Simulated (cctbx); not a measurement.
## RbCo2S4 across an absorption edge

Space group Pbcn (no. 60), a = 7.5610 Å, b = 6.3540 Å, c = 13.1510 Å, α = 90.00°, β = 90.00°, γ = 90.00°.

| atom | mult. | x | y | z | Ueq (Å²) |
| --- | --- | --- | --- | --- | --- |
| Rb1 | 4 | 0 | 0.6588 | 1/4 | 0.0051 |
| Co1 | 8 | 0.8765 | 0.2553 | 0.4963 | 0.0048 |
| S1 | 8 | 0.8808 | 0.9131 | 0.4001 | 0.0066 |
| S2 | 8 | 0.8800 | 0.5790 | 0.5999 | 0.0061 |

This is a model crystal, built by substitution and not relaxed, with assumed displacement parameters.

Calculated with cctbx: free-atom f′ and f″ from the Sasaki tables, no fine structure; amplitudes in electrons.

```
E (eV)  F 1 0 4  F 0 2 0  F 2 1 2  F 0 0 4
 14600     11.4    128.5    156.1    134.8
 14950     11.4    127.2    156.1    131.7
 15080     11.4    126.1    156.0    128.9
 15140     11.4    125.0    156.0    126.2
 15170     11.4    123.8    156.0    123.5
 15185     11.4    122.7    156.0    120.8
 15192     11.4    121.7    156.0    118.3
 15196     11.4    120.7    156.0    115.8
 15204     11.4    120.6    156.0    116.2
 15208     11.4    122.0    156.0    119.4
 15215     11.4    123.1    156.0    122.2
 15230     11.4    124.4    156.0    125.1
 15260     11.4    125.6    156.0    128.1
 15350     11.4    127.2    156.0    132.0
 15600     11.4    128.9    155.9    136.1
```

**Question.** Which edge is crossed, and why do the reflections move as they do?

The K edge of Rb. The edge is at 15200 eV. f′ of Rb falls from -4.4 e at 15080 eV to -7.7 e at 4 eV below it, and f″ steps from 0.51 to 3.78 e across it. Over that approach |F| changes by +0 % (1 0 4), -4 % (0 2 0), +0 % (2 1 2) and -10 % (0 0 4): a reflection falls where Rb scatters in phase with the total and rises where it scatters against it; it hardly moves where the Rb term is small or cancels by symmetry. Above the edge the larger f″ enters the imaginary part, where it can add to or cancel the other atoms' f″. The structure is centrosymmetric, so Friedel mates stay equal.

[Logs are printed without paths, hosts, clocks, repeated set-up lines and the standing remarks that a program may print on its own settings, such as how far it seeks lower states.]
